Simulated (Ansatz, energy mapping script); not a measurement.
**LuNiN2: exchange couplings from total energies**

Wanted: the magnetic order of LuNiN2, its couplings and an estimate of its ordering temperature, by PBE+U (3 eV).

Calculated with Ansatz 0.2.0; PBE with U = 3 eV on Ni d, ortho-atomic projectors; plane waves, U on orthogonalised atomic orbitals unless named otherwise, collinear spin, no spin–orbit coupling.

Most raw output is cut from this account.

In doubt: warnings of the run leave room for a lower electronic state (step 8), so energies may not be the lowest and differences between runs may mislead.

## Step 1: The starting structure

Symmetry: Amm2, No. 38, orthorhombic system. The conventional cell has a = 3.414 Å, b = 4.116 Å, c = 6.482 Å, α = 90.00°, β = 90.00°, γ = 90.00°. Nearest to Lu lie 8 N at 2.37 to 2.93 Å and 6 Ni at 2.81 to 2.92 Å. Nearest to Ni lie 4 N at 1.93 to 1.97 Å. N has 1 N at 1.46 Å and 2 Ni at 1.93 to 1.97 Å and 4 Lu at 2.37 to 2.93 Å nearest. invented: LuFeC2 (Amm2) with N for C, Ni for Fe. Farther neighbours and most contacts between anions are not listed.

This cell was built for the study (invented: LuFeC2 (Amm2) with N for C, Ni for Fe), not taken from an experiment; the compound need not form in this structure.

The cell was relaxed beforehand in Ansatz under PBEsol with U = 6 eV on Ni d, ortho-atomic projectors, from parallel moments.

The U corrects the self-interaction that lets semilocal functionals spread d and f electrons too far. Its value here is typed, not computed.

## Step 2: A run to fix the orbital filling

A corrected shell can settle in several orbital fillings. One parallel run, with an occupation width a fifth wider than the orders use, therefore is to supply the occupation matrices. All orders start from them.

input.yaml reads:

```yaml
crystal:
  lattice:
    - [3.414448695, 0.0, 0.0]
    - [0.0, 2.05794305, 3.240937646]
    - [0.0, -2.05794305, 3.240937646]
  atoms:
    - { symbol: Lu, position: [0.0, 0.03003693, 0.03003693] }
    - { symbol: Ni, position: [0.5, 0.396308228, 0.396308228], spin: 2.0 }
    - { symbol: "N", position: [0.5, 0.856445344, 0.502209328] }
    - { symbol: "N", position: [0.5, 0.502209328, 0.856445344] }
magnetization:
  spin_polarized: true
kpoints:
  mp_grid: { grid: [9, 9, 9] }
hamiltonian:
  xc: pbe
  hubbard:
    sites: [{ species: Ni, l: d, u_eff: 3.0 }]
    projectors: ortho-atomic
scf:
  occupations: { method: fermi_dirac, width: 0.06 }
output:
  eigenvalues: true
```

Command:

```bash
$ ansatz run input.yaml --threads 4 --pin off --max-ram 8192MiB --backend cpu --events-out ev --progress --plain --runs-dir out
```

The job ended after 4.6 min (4 threads of Arm Neoverse V1, shared host; peak memory 1.7 GiB).

Read from the output:

```yaml
final_state: non-magnetic
electrons_in_the_corrected_shells: 8.890 e
largest_moment: 0 μB
```

## Step 3: Run 1 (parallel; cell A, 8 atoms)

The parallel order is the zero of energy for this cell and mesh.

input.yaml reads:

```yaml
crystal:
  lattice:
    - [0.0, -2.05794305, -3.240937646]
    - [-3.414448695, 2.05794305, -3.240937646]
    - [3.414448695, 2.05794305, -3.240937646]
  atoms:
    - { symbol: Lu, position: [0.96996307, 0.484981535, 0.484981535] }
    - { symbol: Lu, position: [0.96996307, 0.984981535, 0.984981535] }
    - { symbol: Ni, position: [0.603691772, 0.051845886, 0.551845886], spin: 2.0 }
    - { symbol: Ni, position: [0.603691772, 0.551845886, 0.051845886], spin: 2.0 }
    - { symbol: "N", position: [0.143554656, 0.998895336, 0.498895336] }
    - { symbol: "N", position: [0.143554656, 0.498895336, 0.998895336] }
    - { symbol: "N", position: [0.497790672, 0.821777328, 0.321777328] }
    - { symbol: "N", position: [0.497790672, 0.321777328, 0.821777328] }
magnetization:
  spin_polarized: true
kpoints:
  mp_grid: { grid: [9, 7, 7] }
hamiltonian:
  xc: pbe
  hubbard:
    sites:
      - { species: Ni, l: d, u_eff: 3.0 }
      - { site: 2, l: d, u_eff: 3.0, starting_ns: [{ spin: up, occupation_matrix: ni2_major }, { spin: down, occupation_matrix: ni2_minor }] }
      - { site: 3, l: d, u_eff: 3.0, starting_ns: [{ spin: up, occupation_matrix: ni2_major }, { spin: down, occupation_matrix: ni2_minor }] }
    projectors: ortho-atomic
    occupation_matrices:
      ni2_major:
        matrix:
          - [0.886, 0.0, 0.0, 0.031, 0.0]
          - [0.0, 0.962, 0.0, 0.0, 0.0]
          - [0.0, 0.0, 0.748, 0.0, 0.0]
          - [0.031, 0.0, 0.0, 0.893, 0.0]
          - [0.0, 0.0, 0.0, 0.0, 0.956]
      ni2_minor:
        matrix:
          - [0.886, 0.0, 0.0, 0.031, 0.0]
          - [0.0, 0.962, 0.0, 0.0, 0.0]
          - [0.0, 0.0, 0.748, 0.0, 0.0]
          - [0.031, 0.0, 0.0, 0.893, 0.0]
          - [0.0, 0.0, 0.0, 0.0, 0.956]
scf:
  occupations: { method: fermi_dirac, width: 0.05 }
output:
  eigenvalues: true
```

It took 2.4 min on 4 threads; peak memory 1.4 GiB; 9.3 min of CPU time.

Spin moment in the sphere by atom:

```csv
atom,spin moment in the sphere (μB)
Lu1,0.004
Lu2,0.004
Ni3,0.278
Ni4,0.278
N5,0.019
N6,0.019
N7,0.018
N8,0.018
```

The run ends ferromagnetic.

## Step 4: Compensated +− start in cell A (8 atoms)

This order reverses 2 of the 2 neighbours at 3.41 Å, 2 of the 4 neighbours at 3.84 Å and 2 of the 2 neighbours at 4.12 Å, counted for an average magnetic atom.

Changes to input.yaml since step 3:

```diff
@@ -9,3 +9,3 @@
     - { symbol: Ni, position: [0.603691772, 0.051845886, 0.551845886], spin: 2.0 }
-    - { symbol: Ni, position: [0.603691772, 0.551845886, 0.051845886], spin: 2.0 }
+    - { symbol: Ni, position: [0.603691772, 0.551845886, 0.051845886], spin: -2.0 }
     - { symbol: "N", position: [0.143554656, 0.998895336, 0.498895336] }
@@ -24,3 +24,3 @@
       - { site: 2, l: d, u_eff: 3.0, starting_ns: [{ spin: up, occupation_matrix: ni2_major }, { spin: down, occupation_matrix: ni2_minor }] }
-      - { site: 3, l: d, u_eff: 3.0, starting_ns: [{ spin: up, occupation_matrix: ni2_major }, { spin: down, occupation_matrix: ni2_minor }] }
+      - { site: 3, l: d, u_eff: 3.0, starting_ns: [{ spin: up, occupation_matrix: ni2_minor }, { spin: down, occupation_matrix: ni2_major }] }
     projectors: ortho-atomic
```

The job ended after 90 s (4 threads; peak memory 1.3 GiB; 6 min of CPU time).

Spin moment in the sphere by atom:

| atom | spin moment in the sphere (μB) |
| --- | --- |
| Lu1 | 0.000 |
| Lu2 | 0.000 |
| Ni3 | 0.529 |
| Ni4 | -0.529 |
| N5 | 0.032 |
| N6 | -0.032 |
| N7 | 0.017 |
| N8 | -0.017 |

The run ends antiferromagnetic, 6.09 meV a magnetic atom below the parallel order of its cell, a difference that unlike orbital or electronic states can set, not exchange alone (energies taken at zero occupation width, not the printed F).

## Step 5: Order 3: parallel, cell B of 8 atoms

The parallel order again, as the reference for this cell.

This run holds the same structure in another cell (a 3.839 → 4.116 Å, α 83.3 → 78.2°, β 71.5 → 66.4°, γ 71.5 → 66.4°).

input.yaml reads:

```yaml
crystal:
  lattice:
    - [0.0, 4.1158861, 0.0]
    - [-3.414448695, 2.05794305, -3.240937646]
    - [-3.414448695, 2.05794305, 3.240937646]
  atoms:
    - { symbol: Lu, position: [0.5, 0.46996307, 0.53003693] }
    - { symbol: Lu, position: [0.0, 0.96996307, 0.03003693] }
    - { symbol: Ni, position: [0.75, 0.853691772, 0.646308228], spin: 2.0 }
    - { symbol: Ni, position: [0.25, 0.353691772, 0.146308228], spin: 2.0 }
    - { symbol: "N", position: [0.927118008, 0.570672664, 0.929327336] }
    - { symbol: "N", position: [0.427118008, 0.070672664, 0.429327336] }
    - { symbol: "N", position: [0.572881992, 0.570672664, 0.929327336] }
    - { symbol: "N", position: [0.072881992, 0.070672664, 0.429327336] }
magnetization:
  spin_polarized: true
kpoints:
  mp_grid: { grid: [9, 9, 9] }
hamiltonian:
  xc: pbe
  hubbard:
    sites:
      - { species: Ni, l: d, u_eff: 3.0 }
      - { site: 2, l: d, u_eff: 3.0, starting_ns: [{ spin: up, occupation_matrix: ni2_major }, { spin: down, occupation_matrix: ni2_minor }] }
      - { site: 3, l: d, u_eff: 3.0, starting_ns: [{ spin: up, occupation_matrix: ni2_major }, { spin: down, occupation_matrix: ni2_minor }] }
    projectors: ortho-atomic
    occupation_matrices:
      ni2_major:
        matrix:
          - [0.886, 0.0, 0.0, 0.031, 0.0]
          - [0.0, 0.962, 0.0, 0.0, 0.0]
          - [0.0, 0.0, 0.748, 0.0, 0.0]
          - [0.031, 0.0, 0.0, 0.893, 0.0]
          - [0.0, 0.0, 0.0, 0.0, 0.956]
      ni2_minor:
        matrix:
          - [0.886, 0.0, 0.0, 0.031, 0.0]
          - [0.0, 0.962, 0.0, 0.0, 0.0]
          - [0.0, 0.0, 0.748, 0.0, 0.0]
          - [0.031, 0.0, 0.0, 0.893, 0.0]
          - [0.0, 0.0, 0.0, 0.0, 0.956]
scf:
  occupations: { method: fermi_dirac, width: 0.05 }
output:
  eigenvalues: true
```

Run time: 2 min. Hardware: 4 threads; peak memory 1.4 GiB; 7.9 min of CPU time.

The run ends ferromagnetic. For each magnetic atom its energy differs from the parallel run of the first cell by -2.11 meV, an error that one common reference would have brought in.

## Step 6: Run 4 (compensated +−; cell B, 8 atoms)

This order reverses 2 of the 2 neighbours at 3.41 Å, 4 of the 4 neighbours at 3.84 Å and 0 of the 2 neighbours at 4.12 Å, counted for an average magnetic atom.

Changes to input.yaml since step 5:

```diff
@@ -9,3 +9,3 @@
     - { symbol: Ni, position: [0.75, 0.853691772, 0.646308228], spin: 2.0 }
-    - { symbol: Ni, position: [0.25, 0.353691772, 0.146308228], spin: 2.0 }
+    - { symbol: Ni, position: [0.25, 0.353691772, 0.146308228], spin: -2.0 }
     - { symbol: "N", position: [0.927118008, 0.570672664, 0.929327336] }
@@ -24,3 +24,3 @@
       - { site: 2, l: d, u_eff: 3.0, starting_ns: [{ spin: up, occupation_matrix: ni2_major }, { spin: down, occupation_matrix: ni2_minor }] }
-      - { site: 3, l: d, u_eff: 3.0, starting_ns: [{ spin: up, occupation_matrix: ni2_major }, { spin: down, occupation_matrix: ni2_minor }] }
+      - { site: 3, l: d, u_eff: 3.0, starting_ns: [{ spin: up, occupation_matrix: ni2_minor }, { spin: down, occupation_matrix: ni2_major }] }
     projectors: ortho-atomic
```

Run time: 54 s. Hardware: 4 threads; peak memory 1.3 GiB.

The run ends antiferromagnetic, 47.38 meV a magnetic atom below the parallel order of its cell, a difference that unlike orbital or electronic states can set, not exchange alone (energies taken at zero occupation width, not the printed F).

## Step 7: Order 5: parallel, cell C of 8 atoms

This run holds the same structure in another cell (a 4.116 → 3.839 Å, b 5.138 → 3.839 Å, c 5.138 → 6.829 Å, α 78.2 → 90.0°, β 66.4 → 90.0°, γ 66.4 → 115.2°).

input.yaml reads:

```yaml
crystal:
  lattice:
    - [0.0, 2.05794305, 3.240937646]
    - [0.0, 2.05794305, -3.240937646]
    - [-6.82889739, 0.0, 0.0]
  atoms:
    - { symbol: Lu, position: [0.03003693, 0.96996307, 0.5] }
    - { symbol: Lu, position: [0.03003693, 0.96996307, 0.0] }
    - { symbol: Ni, position: [0.396308228, 0.603691772, 0.25], spin: 2.0 }
    - { symbol: Ni, position: [0.396308228, 0.603691772, 0.75], spin: 2.0 }
    - { symbol: "N", position: [0.856445344, 0.497790672, 0.25] }
    - { symbol: "N", position: [0.856445344, 0.497790672, 0.75] }
    - { symbol: "N", position: [0.502209328, 0.143554656, 0.25] }
    - { symbol: "N", position: [0.502209328, 0.143554656, 0.75] }
magnetization:
  spin_polarized: true
kpoints:
  mp_grid: { grid: [9, 9, 5] }
hamiltonian:
  xc: pbe
  hubbard:
    sites:
      - { species: Ni, l: d, u_eff: 3.0 }
      - { site: 2, l: d, u_eff: 3.0, starting_ns: [{ spin: up, occupation_matrix: ni2_major }, { spin: down, occupation_matrix: ni2_minor }] }
      - { site: 3, l: d, u_eff: 3.0, starting_ns: [{ spin: up, occupation_matrix: ni2_major }, { spin: down, occupation_matrix: ni2_minor }] }
    projectors: ortho-atomic
    occupation_matrices:
      ni2_major:
        matrix:
          - [0.886, 0.0, 0.0, 0.031, 0.0]
          - [0.0, 0.962, 0.0, 0.0, 0.0]
          - [0.0, 0.0, 0.748, 0.0, 0.0]
          - [0.031, 0.0, 0.0, 0.893, 0.0]
          - [0.0, 0.0, 0.0, 0.0, 0.956]
      ni2_minor:
        matrix:
          - [0.886, 0.0, 0.0, 0.031, 0.0]
          - [0.0, 0.962, 0.0, 0.0, 0.0]
          - [0.0, 0.0, 0.748, 0.0, 0.0]
          - [0.031, 0.0, 0.0, 0.893, 0.0]
          - [0.0, 0.0, 0.0, 0.0, 0.956]
scf:
  occupations: { method: fermi_dirac, width: 0.05 }
output:
  eigenvalues: true
```

Run time: 67 s. Hardware: 4 threads; peak memory 1 GiB; 4.4 min of CPU time.

The run ends ferromagnetic. For each magnetic atom its energy differs from the parallel run of the first cell by -0.68 meV, an error that one common reference would have brought in.

## Step 8: Order 6: compensated +−, cell C of 8 atoms

This order reverses 2 of the 2 neighbours at 3.41 Å, 0 of the 4 neighbours at 3.84 Å and 0 of the 2 neighbours at 4.12 Å, counted for an average magnetic atom.

Changes to input.yaml since step 7:

```diff
@@ -9,3 +9,3 @@
     - { symbol: Ni, position: [0.396308228, 0.603691772, 0.25], spin: 2.0 }
-    - { symbol: Ni, position: [0.396308228, 0.603691772, 0.75], spin: 2.0 }
+    - { symbol: Ni, position: [0.396308228, 0.603691772, 0.75], spin: -2.0 }
     - { symbol: "N", position: [0.856445344, 0.497790672, 0.25] }
@@ -24,3 +24,3 @@
       - { site: 2, l: d, u_eff: 3.0, starting_ns: [{ spin: up, occupation_matrix: ni2_major }, { spin: down, occupation_matrix: ni2_minor }] }
-      - { site: 3, l: d, u_eff: 3.0, starting_ns: [{ spin: up, occupation_matrix: ni2_major }, { spin: down, occupation_matrix: ni2_minor }] }
+      - { site: 3, l: d, u_eff: 3.0, starting_ns: [{ spin: up, occupation_matrix: ni2_minor }, { spin: down, occupation_matrix: ni2_major }] }
     projectors: ortho-atomic
```

Wall time 1.9 min (4 threads); peak memory 1.2 GiB; 7.7 min of CPU time.

The run ends antiferromagnetic, 4.43 meV a magnetic atom below the parallel order of its cell, a difference that unlike orbital or electronic states can set, not exchange alone (energies taken at zero occupation width, not the printed F).

## Step 9: Order 7: parallel, cell D of 8 atoms

A new cell needs its own zero of energy.

This run holds the same structure in another cell (a 3.839 → 3.414 Å, b 3.839 → 4.116 Å, c 6.829 → 6.482 Å, γ 115.2 → 90.0°).

input.yaml reads:

```yaml
crystal:
  lattice:
    - [3.414448695, 0.0, 0.0]
    - [0.0, -4.1158861, 0.0]
    - [0.0, 0.0, -6.481875292]
  atoms:
    - { symbol: Lu, position: [0.0, 0.5, 0.46996307] }
    - { symbol: Lu, position: [0.0, 0.0, 0.96996307] }
    - { symbol: Ni, position: [0.5, 0.5, 0.103691772], spin: 2.0 }
    - { symbol: Ni, position: [0.5, 0.0, 0.603691772], spin: 2.0 }
    - { symbol: "N", position: [0.5, 0.322881992, 0.820672664] }
    - { symbol: "N", position: [0.5, 0.822881992, 0.320672664] }
    - { symbol: "N", position: [0.5, 0.677118008, 0.820672664] }
    - { symbol: "N", position: [0.5, 0.177118008, 0.320672664] }
magnetization:
  spin_polarized: true
kpoints:
  mp_grid: { grid: [9, 8, 5] }
hamiltonian:
  xc: pbe
  hubbard:
    sites:
      - { species: Ni, l: d, u_eff: 3.0 }
      - { site: 2, l: d, u_eff: 3.0, starting_ns: [{ spin: up, occupation_matrix: ni2_major }, { spin: down, occupation_matrix: ni2_minor }] }
      - { site: 3, l: d, u_eff: 3.0, starting_ns: [{ spin: up, occupation_matrix: ni2_major }, { spin: down, occupation_matrix: ni2_minor }] }
    projectors: ortho-atomic
    occupation_matrices:
      ni2_major:
        matrix:
          - [0.886, 0.0, 0.0, 0.031, 0.0]
          - [0.0, 0.962, 0.0, 0.0, 0.0]
          - [0.0, 0.0, 0.748, 0.0, 0.0]
          - [0.031, 0.0, 0.0, 0.893, 0.0]
          - [0.0, 0.0, 0.0, 0.0, 0.956]
      ni2_minor:
        matrix:
          - [0.886, 0.0, 0.0, 0.031, 0.0]
          - [0.0, 0.962, 0.0, 0.0, 0.0]
          - [0.0, 0.0, 0.748, 0.0, 0.0]
          - [0.031, 0.0, 0.0, 0.893, 0.0]
          - [0.0, 0.0, 0.0, 0.0, 0.956]
scf:
  occupations: { method: fermi_dirac, width: 0.05 }
output:
  eigenvalues: true
```

Wall time 73 s (4 threads); peak memory 1 GiB.

The run ends ferromagnetic. For each magnetic atom its energy differs from the parallel run of the first cell by -3.80 meV, an error that one common reference would have brought in.

## Step 10: Order 8: compensated +−, cell D of 8 atoms

This order reverses 0 of the 2 neighbours at 3.41 Å, 4 of the 4 neighbours at 3.84 Å and 0 of the 2 neighbours at 4.12 Å, counted for an average magnetic atom.

Changes to input.yaml since step 9:

```diff
@@ -9,3 +9,3 @@
     - { symbol: Ni, position: [0.5, 0.5, 0.103691772], spin: 2.0 }
-    - { symbol: Ni, position: [0.5, 0.0, 0.603691772], spin: 2.0 }
+    - { symbol: Ni, position: [0.5, 0.0, 0.603691772], spin: -2.0 }
     - { symbol: "N", position: [0.5, 0.322881992, 0.820672664] }
@@ -24,3 +24,3 @@
       - { site: 2, l: d, u_eff: 3.0, starting_ns: [{ spin: up, occupation_matrix: ni2_major }, { spin: down, occupation_matrix: ni2_minor }] }
-      - { site: 3, l: d, u_eff: 3.0, starting_ns: [{ spin: up, occupation_matrix: ni2_major }, { spin: down, occupation_matrix: ni2_minor }] }
+      - { site: 3, l: d, u_eff: 3.0, starting_ns: [{ spin: up, occupation_matrix: ni2_minor }, { spin: down, occupation_matrix: ni2_major }] }
     projectors: ortho-atomic
```

Wall time 72 s (4 threads); peak memory 1 GiB; 4.7 min of CPU time.

The run ends antiferromagnetic, 26.91 meV a magnetic atom below the parallel order of its cell, a difference that unlike orbital or electronic states can set, not exchange alone (energies taken at zero occupation width, not the printed F).

## Step 11: Mapping onto a Heisenberg model

Each energy difference is a sum of couplings weighted by the pairs that the order reverses. A few near shells are fitted to the differences by least squares. Energies are those extrapolated to zero occupation width, not the free energies F.

The orders side by side; each is measured from the parallel order in the same cell and on the same mesh:

```
                   order  atoms  energy (meV a magnetic atom)  moments (μB)  moments kept as typed  opposed neighbours at 3.41, 3.84, 4.12 Å
      parallel in cell A      8                          0.00          0.28                    yes                                   0, 0, 0
compensated +− in cell A      8                         -6.09          0.53                    yes                                   2, 2, 2
      parallel in cell B      8                          0.00          0.31                    yes                                   0, 0, 0
compensated +− in cell B      8                        -47.38          0.46                    yes                                   2, 4, 0
      parallel in cell C      8                          0.00          0.32                    yes                                   0, 0, 0
compensated +− in cell C      8                         -4.43          0.54                    yes                                   2, 0, 0
      parallel in cell D      8                          0.00          0.27                    yes                                   0, 0, 0
compensated +− in cell D      8                        -26.91          0.47                    yes                                   0, 4, 0
```

Couplings from the energies, with E = −Σ J e·e over ordered pairs:

| pair | distance (Å) | neighbours | J (meV) |
| --- | --- | --- | --- |
| Ni–Ni | 3.41 | 2 | -2.44 |
| Ni–Ni | 3.84 | 4 | -4.03 |
| Ni–Ni | 4.12 | 2 | 4.95 |

## Step 12: Outcome

```json
{
  "couplings": "not to be trusted"
}
```

In words: Between the runs the occupations of the corrected shell change by more than 0.2 electrons in one orbital, or the parallel runs differ in their moments. Whether a run was caught in another orbital state or the shell answers to the reversal itself, the energy differences hold more than the exchange of fixed moments, so a Heisenberg reading is in doubt.

[Logs and program files are shortened in this print: banners, set-up blocks, solver, clock and traceback lines can be left out without a mark of their own.]

[Logs are printed without paths, hosts, clocks, repeated set-up lines and the standing remarks that a program may print on its own settings, such as how far it seeks lower states.]

[Hosts, paths, dates, database ids (printed as entryN), source tags and the programs' standing remarks are cut or masked in the printed files.]

[Where a cell is said to come from a database of computed structures, the database is the Materials Project.]
